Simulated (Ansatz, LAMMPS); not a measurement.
# Squeezing and shearing glassy CaAl2Si6O16 (125 atoms)

Aim: relax glassy CaAl2Si6O16 (125 atoms), then change its volume and shape to read moduli from the stress.

Calculated with Ansatz 0.2.0; Kohn-Sham DFT, revPBE, PAW (set soft_2), plane waves.

## Step 1: The starting structure

The cell holds 125 atoms: 10 Al, 5 Ca, 80 O and 30 Si. Cell: a = 11.674 Å, b = 11.674 Å, c = 11.674 Å, α = 90.0°, β = 90.0°, γ = 90.0°. 125 atoms (10 Al, 5 Ca, 80 O, 30 Si) placed at random at 2.61 g/cm³, melted at 4500 K for 20 ps at fixed volume with the Morse and Coulomb pair potential with partial charges (Pedone, Malavasi, Menziani, Cormack and Segre, J. Phys. Chem. B 110, 11780 (2006)). Quenched from 4500 K to 300 K at 20 K/ps and fixed volume, held 20 ps at zero pressure.

What the set-up can't give: The quench rate of 20 K/ps is many orders above laboratory rates, so the cell is likely richer in defects and strain than a real sample. The network of bonds at the start is that of the classical potential that made the cell, and needn't be the one that DFT or experiment would give. The Brillouin zone is sampled at Γ only.

## Step 2: Single point at the start

A single point comes first, to see the forces before anything moves.

input.yaml reads:

```yaml
crystal:
  lattice:
    - [11.67372, 0.0, 0.0]
    - [0.0, 11.67372, 0.0]
    - [0.0, 0.0, 11.67372]
  atoms:
    - { symbol: Al, position: [0.1826, 0.21184, 0.50786] }
    - { symbol: Al, position: [0.33773, 0.00444, 0.5048] }
    - { symbol: Al, position: [0.06442, 0.45975, 0.18232] }
    - { symbol: Al, position: [0.66146, 0.33506, 0.83753] }
    - { symbol: Al, position: [0.78599, 0.11186, 0.22347] }
    - { symbol: Al, position: [0.23949, 0.78061, 0.41831] }
    - { symbol: Al, position: [0.41762, 0.74112, 0.65266] }
    - { symbol: Al, position: [0.6232, 0.37942, 0.41025] }
    - { symbol: Al, position: [0.37112, 0.52326, 0.53193] }
    - { symbol: Al, position: [0.96803, 0.06887, 0.51149] }
    - { symbol: Ca, position: [0.98806, 0.79039, 0.35547] }
    - { symbol: Ca, position: [0.15838, 0.06828, 0.03112] }
    - { symbol: Ca, position: [0.21504, 0.1547, 0.75376] }
    - { symbol: Ca, position: [0.07003, 0.66362, 0.01324] }
    - { symbol: Ca, position: [0.52544, 0.11995, 0.37384] }
    - { symbol: O, position: [0.17517, 0.93753, 0.76116] }
    - { symbol: O, position: [0.13613, 0.10258, 0.23613] }
    - { symbol: O, position: [0.30756, 0.72095, 0.30436] }
    - { symbol: O, position: [0.16487, 0.56519, 0.17994] }
    - { symbol: O, position: [0.57827, 0.4312, 0.12763] }
    - { symbol: O, position: [0.23492, 0.08753, 0.57195] }
    - { symbol: O, position: [0.93766, 0.50183, 0.26065] }
    - { symbol: O, position: [0.83298, 0.85761, 0.95915] }
    - { symbol: O, position: [0.90625, 0.97401, 0.40735] }
    - { symbol: O, position: [0.67468, 0.57056, 0.84666] }
    - { symbol: O, position: [0.32079, 0.85142, 0.52376] }
    - { symbol: O, position: [0.02851, 0.97642, 0.60418] }
    - { symbol: O, position: [0.7572, 0.81527, 0.72585] }
    - { symbol: O, position: [0.31507, 0.32027, 0.20687] }
    - { symbol: O, position: [0.48844, 0.31242, 0.35654] }
    - { symbol: O, position: [0.87602, 0.66752, 0.84071] }
    - { symbol: O, position: [0.76804, 0.83332, 0.31] }
    [... 87 atom lines left out ...]
    - { symbol: Si, position: [0.35368, 0.3485, 0.34099] }
    - { symbol: Si, position: [0.5905, 0.85798, 0.00702] }
    - { symbol: Si, position: [0.19728, 0.42213, 0.88008] }
    - { symbol: Si, position: [0.03835, 0.20249, 0.28677] }
    - { symbol: Si, position: [0.55514, 0.63351, 0.85851] }
    - { symbol: Si, position: [0.03942, 0.39939, 0.65912] }
kpoints:
  mp_grid: { grid: [1, 1, 1] }
hamiltonian:
  xc: revpbe
scf:
  occupations: { method: fermi_dirac, width: 0.05 }
output:
  forces: true
```

Run with:

```console
ansatz run input.yaml --threads 4 --pin off --max-ram 8192MiB --backend cpu --events-out ev --progress --plain --runs-dir out
```

The program printed:

```text
[...]
Pseudopotentials: kind: paw
Pseudopotential: Al, paw, valence charge 3, recommended cutoff 420 eV (normal), Al.paw.azcp
Pseudopotential: Ca, paw, valence charge 10, recommended cutoff 420 eV (normal), Ca.paw.azcp
Pseudopotential: O, paw, valence charge 6, recommended cutoff 420 eV (normal), O.paw.azcp
Pseudopotential: Si, paw, valence charge 4, recommended cutoff 420 eV (normal), Si.paw.azcp
[... 5 lines on functional and potentials left out ...]
Crystal: 125 atoms, lattice volume = 1590.845 Å³
Basis set: ecut = 420 eV, 31103 PW (Γ), exchange–correlation on 160×160×160 points (8 copies of the dense FFT grid, shifted against one another)
Bands: 465, of which v1, the nominal top of the filled ones, is band 340 counted from 1 (339 counted from 0)
Symmetry: 1 space group operations
Space group: P1 (ITA 1), of the structure as read, at distance tolerance 1.2e-4 Å
k-points: 1
[... 13 lines on functional and potentials left out ...]
Initial density: superposition of atomic densities (neutral atoms: chi_scale 0, normalization atom), corrected by the library's trained network
Initial wavefunctions: pseudopotential atomic-orbital guess
[...]
SCF iter   1: F=—  HF=-79267.599939 eV  |F-HF|=—  |Δ(HF+E_count)|=         —  Δρ=3.53e-3  dr2=2.30e-1  ethr=1.77e-3  ⟨swp⟩=7.0  Hψ=2391  notcnv=0  defer=96
preconditioner: auto → Resta (q_TF=auto, 2.368 Å⁻¹)  ε∞=3.2  [insulator: Δε(μ)=3.652 eV  Ē_g=16.142 eV  σ=0.050 eV  W_gap=1.00  n_scr=364 (ndim 8)  ℏωp=24.1 eV  f_vac=0.110  D(μ)=0.00/eV (n_scr^D=0)  ε∞_Penn≈3.2]
SCF iter   2: F=—  HF=-79267.586600 eV  |F-HF|=—  |Δ(HF+E_count)|=   1.33e-2  Δρ=1.83e-3  dr2=4.33e-2  ethr=3.38e-5  ⟨swp⟩=2.0  Hψ=766  notcnv=0  defer=117
SCF iter   3: F=—  HF=-79267.592563 eV  |F-HF|=—  |Δ(HF+E_count)|=   5.96e-3  Δρ=6.82e-4  dr2=1.11e-2  ethr=6.37e-6  ⟨swp⟩=2.0  Hψ=584  notcnv=0  defer=46
automatic band count: iteration 3 solves 394 bands in place of 465: the levels show a gap, and the empty bands left out lie too high to hold charge; the band table lists the bands solved (type scf.n_extra_bands for more)
SCF iter   4: F=—  HF=-79267.594262 eV  |F-HF|=—  |Δ(HF+E_count)|=   1.70e-3  Δρ=1.99e-4  dr2=6.87e-4  ethr=1.63e-6  ⟨swp⟩=2.0  Hψ=593  notcnv=0  defer=46
SCF iter   5: F=—  HF=-79267.594787 eV  |F-HF|=—  |Δ(HF+E_count)|=   5.25e-4  Δρ=1.50e-4  dr2=3.02e-4  ethr=1.01e-7  ⟨swp⟩=2.0  Hψ=626  notcnv=0  defer=46
SCF iter   6: F=—  HF=-79267.594830 eV  |F-HF|=—  |Δ(HF+E_count)|=   4.36e-5  Δρ=3.38e-5  dr2=1.90e-5  ethr=4.44e-8  ⟨swp⟩=2.0  Hψ=593  notcnv=0  defer=46
SCF iter   7: F=—  HF=-79267.594417 eV  |F-HF|=—  |Δ(HF+E_count)|=   4.13e-4  Δρ=1.94e-5  dr2=5.00e-6  ethr=2.79e-9  ⟨swp⟩=2.0  Hψ=734  notcnv=0  defer=49
SCF iter   8: F=—  HF=-79267.594420 eV  |F-HF|=—  |Δ(HF+E_count)|=   3.18e-6  Δρ=7.11e-6  dr2=7.14e-7  ethr=7.35e-10  ⟨swp⟩=3.0  Hψ=594  notcnv=0  defer=49
SCF iter   9: F=-79267.594421 eV  HF=-79267.594421 eV  |F-HF|=5.63e-8  |Δ(HF+E_count)|=   9.03e-7  Δρ=2.55e-6  dr2=9.74e-8  ethr=1.47e-11  ⟨swp⟩=3.0  Hψ=1337  notcnv=0
SCF 1 converged in 9 iterations: F = -79267.594421 eV  dr2 = 9.74e-8
[...]
SCF converged after 9 iterations
Free energy (F): -79267.594421 eV
Harris-Foulkes:  -79267.594421 eV  (|F-HF|=5.63e-8)
Internal energy: -79267.594421 eV  (E = F + TS)
E sigma→0 (E₀):  -79267.594421 eV
Fermi energy:    6.497374 eV
--- Per-component energies (eV) ---
[...]
Σ components = -79267.594421   (vs F -79267.594421, Δ=0.00e0)
--- Forces (eV/Å), atoms counted from 1 ---
  atom   1  Al     0.14485471     1.20456227    -0.66360241
  atom   2  Al    -0.44528171    -1.75118579     2.73899180
  atom   3  Al    -1.66499155    -1.92510639     1.27256376
  atom   4  Al     4.33945982    -2.80494864    -0.62548281
[...]
atom 125  Si     2.45843555    -1.46263439     2.08343194
  max |Σ_I F_I| component: 1.81e-4 eV/Å
```

Elapsed: 19 s, on 4 threads of Arm Neoverse V1, shared host; peak memory 2.2 GiB; 73 s of CPU time.

Reading the cycles: dr2 is the Hartree energy of the density residual (eV), the measure of convergence; HF is the Harris–Foulkes estimate of the energy, which meets the free energy F at convergence.

The r.m.s. force at the start is 1.3 eV/Å.

## Step 3: Cell and atoms relaxed

Cell and atoms are freed together, to release stress as well as forces.

input.yaml reads:

```yaml
crystal:
  lattice:
    - [11.67372, 0.0, 0.0]
    - [0.0, 11.67372, 0.0]
    - [0.0, 0.0, 11.67372]
  atoms:
    [... the 125 atom lines of step 2 ...]
kpoints:
  mp_grid: { grid: [1, 1, 1] }
hamiltonian:
  xc: revpbe
scf:
  occupations: { method: fermi_dirac, width: 0.05 }
output:
  forces: true
relax:
  f_tol: 0.05
  max_steps: 150
  cell: {}
```

The program printed:

```text
[...]
Crystal: 125 atoms, lattice volume = 1590.845 Å³
Basis set: ecut = 420 eV, 31103 PW (Γ), exchange–correlation on 160×160×160 points (8 copies of the dense FFT grid, shifted against one another)
Bands: 465, of which v1, the nominal top of the filled ones, is band 340 counted from 1 (339 counted from 0)
Symmetry: 1 space group operations
[...]
k-points: 1
[...]
SCF iter   1: F=—  HF=-79267.599940 eV  |F-HF|=—  |Δ(HF+E_count)|=         —  Δρ=3.53e-3  dr2=2.30e-1  ethr=1.77e-3  ⟨swp⟩=7.0  Hψ=2391  notcnv=0  defer=96
[...]
SCF iter   8: F=—  HF=-79267.594420 eV  |F-HF|=—  |Δ(HF+E_count)|=   3.14e-6  Δρ=7.12e-6  dr2=7.15e-7  ethr=7.47e-10  ⟨swp⟩=2.0  Hψ=593  notcnv=0  defer=120
SCF iter   9: F=-79267.594421 eV  HF=-79267.594421 eV  |F-HF|=5.68e-8  |Δ(HF+E_count)|=   9.15e-7  Δρ=2.56e-6  dr2=9.80e-8  ethr=1.47e-11  ⟨swp⟩=3.0  Hψ=1406  notcnv=0
SCF 1 converged in 9 iterations: F = -79267.594421 eV  dr2 = 9.80e-8
[...]
relax step   1: F+E_penalty+E_count = -79267.59442087 eV  Δ(F+E_penalty+E_count) = +0.000e0 eV  max|allowed force component| = 5.214e0 eV/Å  Δτ_max = 0.0000 Å  P = +9.102 GPa  Ω = 1590.845 Å³  (9 SCF iters, dr2 threshold 1.00e-7 eV, accepted)
[... from here on, the SCF cycles and remarks between the steps are left out ...]
relax step   2: F+E_penalty+E_count = -79273.69154284 eV  Δ(F+E_penalty+E_count) = -6.097e0 eV  max|allowed force component| = 2.607e0 eV/Å  Δτ_max = 0.1730 Å  P = +4.158 GPa  Ω = 1630.664 Å³  energy of the carried Pulay correction = -1.279e-1 eV  (8 SCF iters, dr2 threshold 1.25e-5 eV, accepted)
relax step   3: F+E_penalty+E_count = -79277.02323989 eV  Δ(F+E_penalty+E_count) = -3.332e0 eV  max|allowed force component| = 9.650e-1 eV/Å  Δτ_max = 0.1946 Å  P = -0.434 GPa  Ω = 1661.017 Å³  energy of the carried Pulay correction = -2.232e-1 eV  (8 SCF iters, dr2 threshold 1.25e-5 eV, accepted)
relax step   4: F+E_penalty+E_count = -79277.67796927 eV  Δ(F+E_penalty+E_count) = -6.547e-1 eV  max|allowed force component| = 7.802e-1 eV/Å  Δτ_max = 0.2000 Å  P = -0.325 GPa  Ω = 1656.616 Å³  energy of the carried Pulay correction = -2.095e-1 eV  (7 SCF iters, dr2 threshold 1.25e-5 eV, accepted)
relax step   5: F+E_penalty+E_count = -79278.08287400 eV  Δ(F+E_penalty+E_count) = -4.049e-1 eV  max|allowed force component| = 5.447e-1 eV/Å  Δτ_max = 0.1484 Å  P = -0.244 GPa  Ω = 1653.619 Å³  energy of the carried Pulay correction = -2.001e-1 eV  (7 SCF iters, dr2 threshold 1.25e-5 eV, accepted)
relax step   6: F+E_penalty+E_count = -79278.21542006 eV  Δ(F+E_penalty+E_count) = -1.325e-1 eV  max|allowed force component| = 8.989e-1 eV/Å  Δτ_max = 0.2000 Å  P = -0.065 GPa  Ω = 1655.265 Å³  energy of the carried Pulay correction = -2.053e-1 eV  (7 SCF iters, dr2 threshold 1.25e-5 eV, accepted)
relax step   7: F+E_penalty+E_count = -79278.26843259 eV  Δ(F+E_penalty+E_count) = -5.301e-2 eV  max|allowed force component| = 6.419e-1 eV/Å  Δτ_max = 0.2000 Å  P = +0.067 GPa  Ω = 1650.474 Å³  energy of the carried Pulay correction = -1.903e-1 eV  (7 SCF iters, dr2 threshold 1.25e-5 eV, accepted)
relax step   8: F+E_penalty+E_count = -79278.33566016 eV  Δ(F+E_penalty+E_count) = -6.723e-2 eV  max|allowed force component| = 4.064e-1 eV/Å  Δτ_max = 0.2000 Å  P = +0.135 GPa  Ω = 1652.149 Å³  energy of the carried Pulay correction = -1.955e-1 eV  (7 SCF iters, dr2 threshold 1.25e-5 eV, accepted)
relax step   9: F+E_penalty+E_count = -79278.35054358 eV  Δ(F+E_penalty+E_count) = -1.488e-2 eV  max|allowed force component| = 3.263e-1 eV/Å  Δτ_max = 0.2000 Å  P = -0.141 GPa  Ω = 1658.558 Å³  energy of the carried Pulay correction = -2.156e-1 eV  (7 SCF iters, dr2 threshold 1.03e-5 eV, accepted)
relax step  10: F+E_penalty+E_count = -79278.44455849 eV  Δ(F+E_penalty+E_count) = -9.401e-2 eV  max|allowed force component| = 3.406e-1 eV/Å  Δτ_max = 0.2000 Å  P = +0.014 GPa  Ω = 1654.860 Å³  energy of the carried Pulay correction = -2.040e-1 eV  (7 SCF iters, dr2 threshold 6.66e-6 eV, accepted)
relax step  11: F+E_penalty+E_count = -79278.57791722 eV  Δ(F+E_penalty+E_count) = -1.334e-1 eV  max|allowed force component| = 2.647e-1 eV/Å  Δτ_max = 0.2000 Å  P = -0.122 GPa  Ω = 1655.602 Å³  energy of the carried Pulay correction = -2.063e-1 eV  (7 SCF iters, dr2 threshold 7.25e-6 eV, accepted)
relax step  12: F+E_penalty+E_count = -79278.65952791 eV  Δ(F+E_penalty+E_count) = -8.161e-2 eV  max|allowed force component| = 4.393e-1 eV/Å  Δτ_max = 0.1950 Å  P = -0.030 GPa  Ω = 1653.029 Å³  energy of the carried Pulay correction = -1.983e-1 eV  (7 SCF iters, dr2 threshold 4.38e-6 eV, accepted)
relax step  13: F+E_penalty+E_count = -79278.43172385 eV  Δ(F+E_penalty+E_count) = +2.278e-1 eV  max|allowed force component| = 1.689e0 eV/Å  Δτ_max = 0.2000 Å  P = +0.089 GPa  Ω = 1655.033 Å³  energy of the carried Pulay correction = -2.046e-1 eV  (7 SCF iters, dr2 threshold 1.21e-5 eV, rejected (line search))
relax step  14: F+E_penalty+E_count = -79278.70295994 eV  Δ(F+E_penalty+E_count) = -4.343e-2 eV  max|allowed force component| = 2.467e-1 eV/Å  Δτ_max = 0.0681 Å  P = +0.031 GPa  Ω = 1654.287 Å³  energy of the carried Pulay correction = -2.022e-1 eV  (12 SCF iters, accepted)
relax step  15: F+E_penalty+E_count = -79278.71721467 eV  Δ(F+E_penalty+E_count) = -1.425e-2 eV  max|allowed force component| = 1.594e-1 eV/Å  Δτ_max = 0.0972 Å  P = -0.007 GPa  Ω = 1653.836 Å³  energy of the carried Pulay correction = -2.008e-1 eV  (7 SCF iters, dr2 threshold 3.80e-6 eV, accepted)
relax step  16: F+E_penalty+E_count = -79278.72309832 eV  Δ(F+E_penalty+E_count) = -5.884e-3 eV  max|allowed force component| = 7.899e-2 eV/Å  Δτ_max = 0.0165 Å  P = -0.009 GPa  Ω = 1653.565 Å³  energy of the carried Pulay correction = -2.000e-1 eV  (6 SCF iters, dr2 threshold 1.59e-6 eV, accepted)
relax step  17: F+E_penalty+E_count = -79278.72660359 eV  Δ(F+E_penalty+E_count) = -3.505e-3 eV  max|allowed force component| = 2.261e-2 eV/Å  Δτ_max = 0.0339 Å  P = +0.003 GPa  Ω = 1653.428 Å³  energy of the carried Pulay correction = -1.995e-1 eV  (7 SCF iters, dr2 threshold 3.90e-7 eV, accepted)
relax step  18: F+E_penalty+E_count = -79279.05296094 eV  Δ(F+E_penalty+E_count) = -3.264e-1 eV  max|allowed force component| = 2.187e-2 eV/Å  Δτ_max = 0.0000 Å  P = +0.348 GPa  Ω = 1653.428 Å³  stress off target by 6.19e-1 GPa  SCF on the basis re-selected at this cell (its energy is not comparable with the rows above)  (8 SCF iters)
relax step  19: F+E_penalty+E_count = -79279.04989994 eV  Δ(F+E_penalty+E_count) = +3.061e-3 eV  max|allowed force component| = 3.706e-2 eV/Å  Δτ_max = 0.0276 Å  P = +0.072 GPa  Ω = 1658.898 Å³  energy of the carried Pulay correction = -1.772e-2 eV  (7 SCF iters, dr2 threshold 9.57e-7 eV, accepted)
relax step  20: F+E_penalty+E_count = -79279.04884867 eV  Δ(F+E_penalty+E_count) = +1.051e-3 eV  max|allowed force component| = 1.471e-2 eV/Å  Δτ_max = 0.0108 Å  P = +0.012 GPa  Ω = 1659.931 Å³  energy of the carried Pulay correction = -2.106e-2 eV  (8 SCF iters, dr2 threshold 2.44e-8 eV, accepted)
relax step  21: F+E_penalty+E_count = -79279.06846237 eV  Δ(F+E_penalty+E_count) = -1.961e-2 eV  max|allowed force component| = 1.473e-2 eV/Å  Δτ_max = 0.0000 Å  P = +0.020 GPa  Ω = 1659.931 Å³  stress off target by 5.09e-2 GPa  SCF on the basis re-selected at this cell (its energy is not comparable with the rows above)  (6 SCF iters)
relax step  22: F+E_penalty+E_count = -79279.06725020 eV  Δ(F+E_penalty+E_count) = +1.212e-3 eV  max|allowed force component| = 9.886e-3 eV/Å  Δτ_max = 0.0097 Å  P = +0.001 GPa  Ω = 1660.439 Å³  energy of the carried Pulay correction = -1.620e-3 eV  (8 SCF iters, dr2 threshold 6.48e-9 eV, accepted)
relax step  23: F+E_penalty+E_count = -79279.06919094 eV  Δ(F+E_penalty+E_count) = -1.941e-3 eV  max|allowed force component| = 9.838e-3 eV/Å  Δτ_max = 0.0000 Å  P = +0.001 GPa  Ω = 1660.439 Å³  stress off target by 4.30e-3 GPa  SCF on the basis re-selected at this cell (its energy is not comparable with the rows above)  (5 SCF iters)
[...]
SCF converged after 5 iterations
Free energy (F): -79279.069191 eV
[...]
Internal energy: -79279.069191 eV  (E = F + TS)
E sigma→0 (E₀):  -79279.069191 eV
Fermi energy:    5.832639 eV
[...]
Σ components = -79279.069191   (vs F -79279.069191, Δ=0.00e0)
--- Forces (eV/Å), atoms counted from 1 ---
  atom   1  Al     0.00324556     0.00442341    -0.00164561
  atom   2  Al    -0.00119460    -0.00104688    -0.00022617
  atom   3  Al     0.00098901     0.00634789    -0.00817607
  atom   4  Al     0.00253913     0.00119695    -0.00400802
[...]
atom 125  Si     0.00310776     0.00675526     0.00149444
  max |Σ_I F_I| component: 7.90e-5 eV/Å
--- Stress (GPa, compression-positive) ---
        0.001256      -0.001821      -0.000893
       -0.001818       0.003082       0.000291
       -0.000901       0.000302      -0.001148
  P = ⅓ Tr σ = 0.0011 GPa (0.011 kbar)
--- Relaxed structure (20 steps of the walk, 19 accepted, 3 SCFs on fresh bases) ---
  F+E_penalty+E_count = -79279.06919094 eV   max|allowed force component| = 9.838e-3 eV/Å   (the final SCF, on the basis selected at the relaxed cell)
  cell:  # Å, volume = 1660.4386 Å³
    - [11.841465, 0.013245, -0.325006]
    - [0.013245, 11.916272, 0.117431]
    - [-0.325006, 0.117431, 11.777404]
  atoms:
    - { symbol: Al, position: [0.191020, 0.216180, 0.484774] }
    - { symbol: Al, position: [0.324209, -0.00554567, 0.511806] }
    - { symbol: Al, position: [0.057899, 0.450315, 0.196455] }
    - { symbol: Al, position: [0.626482, 0.279254, 0.795172] }
[...]
- { symbol: Si, position: [0.054894, 0.395107, 0.646954] }
```

Wall time 8 min (4 threads); peak memory 2.3 GiB.

The relaxation converged after 20 steps, with a largest force component of 0.0098 eV/Å.

(Part 1 of 4 ends here.)

[Long decimals in the printed logs are rounded to 6 places.]

[Logs are printed without paths, hosts, clocks, repeated set-up lines and the standing remarks that a program may print on its own settings, such as how far it seeks lower states.]

[Hosts, paths, dates, database ids (printed as entryN), source tags and the programs' standing remarks are cut or masked in the printed files.]
